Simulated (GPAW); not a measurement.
# STM contrast on NbGe2P4 monolayer

Wanted: filled- and empty-state images of NbGe2P4 monolayer, with its work function.

Method: GPAW, PAW setups; layer in a repeated cell with vacuum, relaxation of atoms and in-plane cell, in the first sound run; inputs show where later runs differ, in GPAW 26.7.0.

**1. Starting point**

The cell holds 7 atoms: 4 P, 2 Ge and 1 Nb. Its edges and angles: a = 3.580 Å, b = 3.580 Å, c = 26.811 Å, α = 90.0°, β = 90.0°, γ = 120.0°. Vacuum lies along c.

As a file:

```cif
data_structure
_symmetry_space_group_name_H-M 'P 1'
_symmetry_Int_Tables_number 1
_cell_length_a 3.5800
_cell_length_b 3.5800
_cell_length_c 26.8113
_cell_angle_alpha 90.000
_cell_angle_beta 90.000
_cell_angle_gamma 120.000
_cell_volume 297.59
loop_
_atom_site_label
_atom_site_type_symbol
_atom_site_fract_x
_atom_site_fract_y
_atom_site_fract_z
_atom_site_occupancy
P1 P 0.00000 0.00000 0.33568 1
Ge2 Ge 0.33333 0.66667 0.36379 1
P3 P 0.33333 0.66667 0.44584 1
Nb4 Nb 0.00000 0.00000 0.50000 1
P5 P 0.33333 0.66667 0.55416 1
Ge6 Ge 0.33333 0.66667 0.63621 1
P7 P 0.00000 0.00000 0.66432 1
```

**2. Relaxation**

The atoms are relaxed first, since the surface dipole, and with it the work function, follows the positions of the outer layers.

Contents of run.py:

```python
import json
import numpy as np
from ase import Atoms
from ase.filters import FrechetCellFilter
from ase.optimize import BFGS
from gpaw import GPAW, PW

slab = Atoms(
    ['P', 'Ge', 'P', 'Nb', 'P', 'Ge', 'P'],
    positions=[
        [0.00000, 0.00000, 9.00000],
        [-0.00000, 2.06691, 9.75357],
        [-0.00000, 2.06691, 11.95357],
        [0.00000, 0.00000, 13.40565],
        [-0.00000, 2.06691, 14.85773],
        [-0.00000, 2.06691, 17.05773],
        [0.00000, 0.00000, 17.81130]],
    cell=[[3.58, 0.0, 0.0], [-1.79, 3.10037, 0.0], [0.0, 0.0, 26.8113]],
    pbc=[True, True, True],
    magmoms=[0.0, 0.0, 0.0, 1.0, 0.0, 0.0, 0.0])

slab.calc = GPAW(mode=PW(600), xc='PBE', kpts={'size': (9, 9, 1), 'gamma': True},
                 occupations={'name': 'fermi-dirac', 'width': 0.05}, nbands='200%',
                 convergence={'density': 1e-05}, maxiter=200,
                 symmetry={'tolerance': 1e-3}, txt='slab.txt')
result = {}
# The in-plane cell is free; stress needs a cell that repeats along all three vectors
path = []
opt = BFGS(FrechetCellFilter(slab, mask=[1, 1, 0, 0, 0, 1]), maxstep=0.2)
opt.attach(lambda: path.append((slab.get_potential_energy(), slab.positions.tolist(), slab.get_forces().tolist())))
result['relaxed'] = bool(opt.run(fmax=0.02, steps=45))
result['path'] = path
result['cell'] = slab.cell.tolist()
print('in-plane lattice', slab.cell.cellpar().round(4)[[0, 1, 5]])
energy = slab.get_potential_energy()
fermi = slab.calc.get_fermi_level()
v = slab.calc.get_electrostatic_potential().mean((0, 1)) - fermi
n = slab.calc.get_pseudo_density().mean((0, 1))
L = slab.cell[2, 2]
z = np.arange(len(v)) * L / len(v)
low, high = slab.positions[:, 2].min(), slab.positions[:, 2].max()
below, above = np.interp([low - 6.8, high + 6.8], z, v)
slopes = [np.interp(x, z, np.gradient(v, z)) for x in (low - 6.8, high + 6.8)]
eps = np.array([[slab.calc.get_eigenvalues(k, s) for k in range(len(slab.calc.get_ibz_k_points()))]
                for s in range(slab.calc.get_number_of_spins())]) - fermi
top, bottom = eps[eps < 0].max(), eps[eps > 0].min()
dipole = slab.get_dipole_moment()[2]
print(f'energy {energy:.4f} eV, Fermi level {fermi:.4f} eV, dipole {dipole:.5f} e A')
print(f'potential 6.8 A off the faces, from the Fermi level: lower {below:.4f} eV, upper {above:.4f} eV')
print(f'slope of the potential there: lower {slopes[0]:.5f}, upper {slopes[1]:.5f} eV/A')
print(f'nearest levels on the mesh: {top:.4f} and {bottom:.4f} eV')
print('magnetic moment', round(slab.get_magnetic_moment(), 3))
result.update(energy=energy, fermi=fermi, dipole=dipole, below=below, above=above, slopes=slopes, edges=[top, bottom],
              z=z.tolist(), v=v.tolist(), n=n.tolist(), positions=slab.positions.tolist(),
              forces=slab.get_forces(apply_constraint=False).tolist(), moments=slab.get_magnetic_moments().tolist())
json.dump(result, open('result.json', 'w'))
```

Launch:

```sh
OMP_NUM_THREADS=1 OPENBLAS_NUM_THREADS=1 python run.py
```

The program printed:

```text
Step          Energy          fmax
BFGS:    0      -40.803809        3.432523
BFGS:    1      -41.288075        2.832419
BFGS:    2      -42.048875        1.091281
BFGS:    3      -42.085977        0.790569
BFGS:    4      -42.180709        0.666254
BFGS:    5      -42.253880        0.636244
BFGS:    6      -42.294889        0.359461
BFGS:    7      -42.304797        0.256760
BFGS:    8      -42.309580        0.274331
BFGS:    9      -42.316303        0.264046
BFGS:   10      -42.324618        0.293476
BFGS:   11      -42.333180        0.271549
BFGS:   12      -42.338075        0.166494
BFGS:   13      -42.339631        0.077736
BFGS:   14      -42.339998        0.018285
in-plane lattice [  3.6179   3.6178 120.    ]
energy -42.3290 eV, Fermi level -0.1190 eV, dipole 0.00171 e A
potential 6.8 A off the faces, from the Fermi level: lower 5.5044 eV, upper 5.5044 eV
slope of the potential there: lower -0.00008, upper 0.00008 eV/A
nearest levels on the mesh: -0.0541 and 0.0013 eV
magnetic moment 0.0
```

It took 61 min on 1 thread of Arm Neoverse V1, shared host; peak memory 0.8 GiB.

Numbers from this step:

* dipole along the normal: 0.001707 e·Å
* levels nearest the Fermi level on the mesh: -0.05408, 0.001329 eV from the Fermi level
* sum of the site moments: 0 μB

The electrostatic potential energy of an electron (without an applied field's), less the Fermi level, planar mean oscillates, so the rows of the table below give means over windows of 1 Å about each position, cut where the curve ends. Its maxima inside the range that stand out by 2 % of the span (Å: eV): 9.0: -9.82, 10.9: 2.40, 12.6: -5.80, 14.2: -5.80, 15.9: 2.40, 17.8: -9.82. Its minima: 8.6: -13.0, 9.6: -14.0, 12.0: -11.3, 13.4: -16.8, 14.8: -11.3, 17.3: -14.0, 18.2: -13.0.

Electrostatic potential energy of an electron (without an applied field's), less the Fermi level, planar mean against z; means over each step:

```csv
z (Å),"electrostatic potential energy of an electron (without an applied field's), less the Fermi level, planar mean (eV)"
0,5.50
1,5.50
2,5.50
3,5.50
4,5.50
5,5.50
6,5.47
7,4.83
8,-3.38
9,-11.5
10,-7.10
11,1.03
12,-8.44
13,-11.1
14,-9.31
15,-7.48
16,1.36
17,-9.50
18,-11.3
19,-0.528
20,5.11
21,5.48
22,5.50
23,5.50
24,5.50
25,5.50
26,5.50
```

The pseudo valence density, planar mean oscillates, so the rows of the table below give means over windows of 1 Å about each position, cut where the curve ends. Its maxima inside the range that stand out by 2 % of the span (Å: e/Å³): 9.0: 0.436, 10.1: 0.231, 13.4: 1.08, 16.8: 0.231, 17.8: 0.436. Its minima: 9.7: 0.0830, 10.7: 0.126, 16.1: 0.126, 17.1: 0.0830.

Table of pseudo valence density, planar mean by z; means over each step:

z (Å), pseudo valence density, planar mean (e/Å³) and a bar:
```
        5       0.00 
        6       0.00 
        7       0.03 #
        8       0.21 #########
        9       0.34 ###############
       10       0.16 #######
       11       0.16 #######
       12       0.30 #############
       13       0.70 ##############################
       14       0.58 #########################
       15       0.27 ###########
       16       0.15 ######
       17       0.18 ########
       18       0.35 ###############
       19       0.17 #######
       20       0.02 #
       21       0.00 
       22       0.00
```

The relaxation lowered the energy of the cell by 1.54 eV (energies extrapolated to zero smearing; the optimiser's log prints free energies). The largest force left on a free atom is 0.018 eV/Å.

**3. Plane waves, PBE**

With the geometry fixed, the planar mean of the potential gives the vacuum level on each side.

This step: GPAW, PAW setups; slab in vacuum (GPAW 26.7.0).

The cell differs from the one that the last finished run ended in (c 26.811 → 27.732 Å).

Contents of run.py:

```python
import json
import numpy as np
from ase import Atoms
from ase.dft.stm import STM
from gpaw import GPAW, PW

slab = Atoms(
    ['P', 'Ge', 'P', 'Nb', 'P', 'Ge', 'P'],
    positions=[
        [0.00000, -0.00000, 9.00000],
        [0.00000, 2.08876, 10.07371],
        [0.00000, 2.08876, 12.43470],
        [-0.00000, 0.00000, 13.86578],
        [0.00000, 2.08876, 15.29686],
        [0.00000, 2.08876, 17.65785],
        [0.00000, 0.00000, 18.73156]],
    cell=[[3.61785, -0.0, 0.0], [-1.80893, 3.13315, 0.0], [0.0, 0.0, 27.7316]],
    pbc=[True, True, False],
    magmoms=[0.0, 0.0, 0.0, 1.0, 0.0, 0.0, 0.0])

slab.calc = GPAW(mode=PW(400), xc='PBE', kpts={'size': (9, 9, 1), 'gamma': True},
                 occupations={'name': 'fermi-dirac', 'width': 0.05}, nbands='200%',
                 convergence={'density': 1e-05}, maxiter=200,
                 poissonsolver={'dipolelayer': 'xy'},
                 symmetry={'tolerance': 1e-3}, txt='slab.txt')
result = {}
energy = slab.get_potential_energy()
fermi = slab.calc.get_fermi_level()
v = slab.calc.get_electrostatic_potential().mean((0, 1)) - fermi
n = slab.calc.get_pseudo_density().mean((0, 1))
L = slab.cell[2, 2]
z = np.arange(len(v)) * L / len(v)
low, high = slab.positions[:, 2].min(), slab.positions[:, 2].max()
below, above = np.interp([low - 6.8, high + 6.8], z, v)
slopes = [np.interp(x, z, np.gradient(v, z)) for x in (low - 6.8, high + 6.8)]
eps = np.array([[slab.calc.get_eigenvalues(k, s) for k in range(len(slab.calc.get_ibz_k_points()))]
                for s in range(slab.calc.get_number_of_spins())]) - fermi
top, bottom = eps[eps < 0].max(), eps[eps > 0].min()
dipole = slab.get_dipole_moment()[2]
print(f'energy {energy:.4f} eV, Fermi level {fermi:.4f} eV, dipole {dipole:.5f} e A')
print(f'potential 6.8 A off the faces, from the Fermi level: lower {below:.4f} eV, upper {above:.4f} eV')
print(f'slope of the potential there: lower {slopes[0]:.5f}, upper {slopes[1]:.5f} eV/A')
print(f'nearest levels on the mesh: {top:.4f} and {bottom:.4f} eV')
print('magnetic moment', round(slab.get_magnetic_moment(), 3))
result.update(energy=energy, fermi=fermi, dipole=dipole, below=below, above=above, slopes=slopes, edges=[top, bottom],
              z=z.tolist(), v=v.tolist(), n=n.tolist(), positions=slab.positions.tolist(),
              forces=slab.get_forces(apply_constraint=False).tolist(), moments=slab.get_magnetic_moments().tolist())

# Images need the states of the whole zone, up to time reversal
slab.calc = slab.calc.fixed_density(symmetry={'point_group': False}, txt='states.txt', nbands='290%',
                                    convergence={'bands': 'CBM+1.8'})
stm = STM(slab)
result['stm'] = []
for bias in [-2.0, -1.0, 1.5]:
    height = high + 4.0
    current = stm.get_averaged_current(bias, height)
    x, y, h = stm.scan(bias, current)
    i, f = divmod(height / L * stm.ldos.shape[2], 1)
    I = abs((1 - f) * stm.ldos[:, :, int(i)] + f * stm.ldos[:, :, int(i) + 1])
    print(f'bias {bias} V: mean current at 4.0 A {current:.4e}, corrugation {np.ptp(h):.4f} A')
    result['stm'].append(dict(bias=bias, current=current, h=(h - high).tolist(), I=I.tolist()))
json.dump(result, open('result.json', 'w'))
```

The program printed:

```text
energy -42.3053 eV, Fermi level -0.2976 eV, dipole 0.00092 e A
potential 6.8 A off the faces, from the Fermi level: lower 5.4978 eV, upper 5.5112 eV
slope of the potential there: lower -0.00010, upper 0.00010 eV/A
nearest levels on the mesh: -0.0539 and 0.0011 eV
magnetic moment 0.0
bias -2.0 V: mean current at 4.0 A 1.2955e-05, corrugation 0.2707 A
bias -1.0 V: mean current at 4.0 A 5.7647e-06, corrugation 0.1836 A
bias 1.5 V: mean current at 4.0 A 3.7577e-06, corrugation 0.0547 A
```

Wall time 11 min (1 thread); peak memory 0.92 GiB.

This step gave:

| Item | Value |
| --- | --- |
| dipole along the normal | 9.17e-4 e·Å |
| levels nearest the Fermi level on the mesh | -0.05389, 0.001095 eV from the Fermi level |
| upper work function | 5.511 eV |
| lower work function | 5.498 eV |
| corrugation -2 | 0.2707 Å |
| corrugation -1 | 0.1836 Å |
| corrugation 1.5 | 0.05468 Å |

The electrostatic potential energy of an electron (without an applied field's), less the Fermi level, planar mean oscillates, so the rows of the table below give means over windows of 1.73 Å about each position, cut where the curve ends. Its maxima inside the range that stand out by 2 % of the span (Å: eV): 9.5: -9.83, 11.4: 2.37, 13.0: -5.86, 14.7: -5.86, 16.4: 2.38, 18.2: -9.82. Its minima: 9.1: -13.0, 10.1: -13.9, 12.5: -11.3, 13.9: -16.8, 15.3: -11.3, 17.7: -13.9, 18.6: -13.0.

The electrostatic potential energy of an electron (without an applied field's), less the Fermi level, planar mean by z; means over each step:

z (Å), electrostatic potential energy of an electron (without an applied field's), less the Fermi level, planar mean (eV) and a bar from the least value:
```
     0.86        5.5 ##############################
     2.59        5.5 ##############################
     4.32        5.5 ##############################
     6.05        5.5 ##############################
     7.78        2.7 #########################
     9.51      -11.5 
    11.24       -0.9 ###################
    12.97       -9.7 ###
    14.70      -10.0 ###
    16.43       -0.9 ###################
    18.16      -11.5 
    19.89        2.4 ########################
    21.62        5.5 ##############################
    23.35        5.5 ##############################
    25.08        5.5 ##############################
    26.81        5.5 ##############################
```

The pseudo valence density, planar mean oscillates, so the rows of the table below give means over windows of 1 Å about each position, cut where the curve ends. Its maxima inside the range that stand out by 2 % of the span (Å: e/Å³): 9.5: 0.437, 10.6: 0.221, 13.9: 1.08, 17.1: 0.221, 18.2: 0.437. Its minima: 10.2: 0.0845, 11.3: 0.127, 16.5: 0.127, 17.5: 0.0844.

The pseudo valence density, planar mean by z; means over each step:

```csv
z (Å),"pseudo valence density, planar mean (e/Å³)"
5,2.6e-5
6,4.6e-4
7,0.00886
8,0.111
9,0.312
10,0.228
11,0.159
12,0.227
13,0.431
14,0.821
15,0.344
16,0.191
17,0.168
18,0.288
19,0.260
20,0.0619
21,0.00408
22,2.2e-4
23,1.2e-5
```

Tip height over the top atom over a1 and a2. Sample bias -2 V, constant current at the mean current 4.0 Å over the top atom.

Values in Å, 12 rows by 16 columns, each cell a mean:
```
4.15 4.13 4.11 4.07 4.02 3.98 3.95 3.93 3.93 3.96 3.99 4.03 4.08 4.11 4.14 4.15
4.12 4.10 4.06 4.02 3.98 3.95 3.92 3.92 3.94 3.97 4.00 4.04 4.08 4.11 4.13 4.13
4.06 4.03 4.00 3.97 3.94 3.91 3.90 3.91 3.94 3.97 4.00 4.03 4.06 4.08 4.09 4.08
4.01 3.98 3.96 3.93 3.91 3.89 3.89 3.91 3.94 3.96 3.99 4.01 4.03 4.04 4.04 4.03
3.96 3.94 3.92 3.91 3.90 3.90 3.90 3.92 3.93 3.95 3.97 3.98 3.98 3.99 3.98 3.97
3.94 3.93 3.93 3.93 3.92 3.92 3.93 3.93 3.93 3.94 3.94 3.95 3.95 3.95 3.95 3.94
3.95 3.96 3.97 3.97 3.97 3.97 3.96 3.95 3.94 3.93 3.92 3.91 3.92 3.92 3.93 3.94
3.99 4.00 4.01 4.01 4.01 4.00 3.98 3.96 3.94 3.92 3.90 3.90 3.91 3.93 3.95 3.97
4.05 4.07 4.08 4.07 4.05 4.02 4.00 3.97 3.94 3.92 3.91 3.92 3.94 3.97 4.00 4.02
4.10 4.11 4.11 4.10 4.08 4.04 4.00 3.97 3.94 3.92 3.92 3.94 3.97 4.01 4.04 4.08
4.14 4.14 4.13 4.11 4.08 4.03 3.99 3.96 3.94 3.93 3.95 3.98 4.02 4.06 4.10 4.13
4.15 4.15 4.13 4.10 4.06 4.02 3.98 3.95 3.94 3.95 3.97 4.01 4.05 4.10 4.13 4.15
```
Columns: a1 from 0 to 0.944; rows upwards: a2 from 0 to 0.944.

Local density of states summed over the bias window over a1 and a2. Sample bias -2 V, constant height 4.0 Å over the top atom.

Values in units of 1e-5 arbitrary, 12 rows by 16 columns, each cell a mean:
```
2.0 1.9 1.7 1.6 1.4 1.2 1.1 1.0 1.1 1.1 1.3 1.4 1.6 1.8 1.9 2.0
1.8 1.7 1.5 1.4 1.2 1.1 1.0 1.0 1.1 1.2 1.3 1.5 1.6 1.8 1.8 1.9
1.5 1.4 1.3 1.2 1.1 1.0 1.0 1.0 1.1 1.2 1.3 1.4 1.5 1.6 1.7 1.6
1.3 1.2 1.1 1.0 1.0 1.0 1.0 1.0 1.1 1.1 1.2 1.3 1.4 1.5 1.5 1.4
1.1 1.1 1.0 1.0 1.0 1.0 1.0 1.0 1.1 1.1 1.2 1.2 1.2 1.2 1.2 1.2
1.1 1.0 1.0 1.0 1.0 1.0 1.0 1.0 1.1 1.1 1.1 1.1 1.1 1.1 1.1 1.1
1.1 1.1 1.2 1.2 1.2 1.2 1.1 1.1 1.1 1.0 1.0 1.0 1.0 1.0 1.0 1.1
1.3 1.3 1.3 1.3 1.3 1.3 1.2 1.1 1.1 1.0 1.0 1.0 1.0 1.0 1.1 1.2
1.5 1.6 1.6 1.6 1.5 1.4 1.3 1.2 1.1 1.0 1.0 1.0 1.1 1.2 1.3 1.4
1.7 1.8 1.8 1.7 1.6 1.5 1.3 1.2 1.1 1.0 1.0 1.1 1.2 1.3 1.5 1.6
1.9 1.9 1.9 1.8 1.6 1.4 1.3 1.1 1.1 1.1 1.1 1.2 1.4 1.5 1.7 1.9
2.0 2.0 1.9 1.7 1.5 1.4 1.2 1.1 1.1 1.1 1.2 1.3 1.5 1.7 1.8 2.0
```
Columns: a1 from 0 to 0.944; rows upwards: a2 from 0 to 0.944.

Tip height over the top atom over a1 and a2. Sample bias -1 V, constant current at the mean current 4.0 Å over the top atom.

Ten even steps from '0' (3.93 Å) to '9' (4.12 Å):
```
998753211112357899
987543210123457899
875432100123457888
654321000123456777
433210000123345665
322100000122344444
211000000112233332
110000000111222221
111111111111111111
112222211110000011
223333221100000011
334443322100000122
455554432100001234
677765432100012345
888876432100123467
999876432111234678
999875421111245789
999864321112346899
```
Columns: a1 from 0 to 0.944; rows upwards: a2 from 0 to 0.944.

Local density of states summed over the bias window over a1 and a2. Sample bias -1 V, constant height 4.0 Å over the top atom.

Ten even steps from '_' (4.83 × 1e-6 arbitrary) to '@' (7.85 × 1e-6 arbitrary):
```
@@@@%%**++--::..____..::--++**%%@@@@
%%%%**++--::..______..::--++**%%%%@@
##**++==::..________..::==++**##%%%%
**++--::..__________..::--++****##**
==--::..____________..::--==++++++++
--::..______________..::----======--
....________________....::::::::::::
..__________________................
____________________________________
..................__________________
..::::::::::::....________________..
------==------::..______________..::
==++++++++==--::..____________..::--
**********++==::..__________..::==++
##%%%%##**++==::..________..::==++**
%%@@%%%%##++==::..______..::==++##%%
@@@@@@%%**++--::..____..::--++**%%@@
@@@@%%##**==--....__....--==**##%%@@
```
Columns: a1 from 0 to 0.944; rows upwards: a2 from 0 to 0.944.

Tip height over the top atom over a1 and a2. Sample bias 1.5 V, constant current at the mean current 4.0 Å over the top atom.

Values in Å, 12 rows by 16 columns, each cell a mean:
```
4.029 4.026 4.020 4.013 4.005 3.997 3.991 3.988 3.989 3.992 3.999 4.007 4.014 4.022 4.028 4.029
4.024 4.018 4.012 4.006 3.999 3.993 3.991 3.991 3.991 3.995 4.002 4.009 4.015 4.021 4.026 4.027
4.012 4.007 4.002 3.997 3.995 3.997 3.998 3.997 3.994 3.997 4.001 4.007 4.012 4.015 4.016 4.015
4.001 3.997 3.994 3.994 3.997 4.001 4.000 3.997 3.993 3.994 3.998 4.002 4.005 4.006 4.006 4.005
3.991 3.989 3.990 3.994 3.998 3.999 3.996 3.991 3.989 3.990 3.991 3.992 3.991 3.991 3.991 3.992
3.987 3.988 3.990 3.993 3.995 3.994 3.991 3.988 3.987 3.985 3.984 3.984 3.983 3.983 3.984 3.985
3.990 3.993 3.995 3.997 3.997 3.994 3.992 3.988 3.983 3.980 3.980 3.980 3.980 3.980 3.981 3.985
3.997 4.001 4.004 4.004 4.003 3.999 3.995 3.988 3.982 3.980 3.978 3.977 3.979 3.981 3.984 3.991
4.010 4.013 4.014 4.013 4.010 4.004 3.996 3.987 3.982 3.980 3.978 3.980 3.982 3.987 3.995 4.004
4.021 4.022 4.022 4.019 4.014 4.006 3.995 3.986 3.982 3.980 3.980 3.983 3.988 3.997 4.007 4.014
4.029 4.029 4.028 4.022 4.014 4.006 3.996 3.988 3.983 3.982 3.986 3.993 4.001 4.011 4.019 4.027
4.028 4.029 4.028 4.020 4.011 4.003 3.995 3.989 3.986 3.988 3.993 4.001 4.010 4.018 4.026 4.029
```
Columns: a1 from 0 to 0.944; rows upwards: a2 from 0 to 0.944.

Local density of states summed over the bias window over a1 and a2. Sample bias 1.5 V, constant height 4.0 Å over the top atom.

Ten even steps from '0' (3.56 × 1e-6 arbitrary) to '9' (4.06 × 1e-6 arbitrary):
```
999864311113468999
998653211123568999
986542222224568999
765432333234567888
543223443223456666
332234443223344444
211234432112222222
111233321111111111
111222211100000000
112232211000000000
233443321000000001
345554321000000012
566665421000000124
788876421000001246
999986421000012468
999986421000124689
999986421001246899
999975321112357999
```
Columns: a1 from 0 to 0.944; rows upwards: a2 from 0 to 0.944.

The potential is flat to 9.6e-5 eV/Å where it is read, so the vacuum is wide enough.

**4. Outcome**

```yaml
work_function_upper_and_lower_face: 5.511 and 5.498 eV
dipole_along_the_normal: 9.2e-4 e Å, near the numerical noise
corrugation_at_minus_2_v: 0.271 Å
corrugation_at_minus_1_v: 0.184 Å
corrugation_at_1p5_v: 0.0547 Å
```

The corrugation at constant current is largest at -2 V, where the tip height varies by 0.27 Å over the cell. Negative sample bias images filled states, positive bias empty ones. The images are of Tersoff-Hamann type: an s-wave tip, no tip-sample forces, heights closer than in a microscope. The small printed dipole stands for a step of -15 meV from the lower to the upper face, and the probes find 13 meV; values this small are near the numerical noise of both. One magnetic start was tried; another order may lie lower. The layer's cell and atoms come from the relaxation; spin-orbit coupling and temperature are left out.

[Logs are printed without paths, hosts, clocks, repeated set-up lines and the standing remarks that a program may print on its own settings, such as how far it seeks lower states.]

[Hosts, paths, dates, database ids (printed as entryN), source tags and the programs' standing remarks are cut or masked in the printed files.]
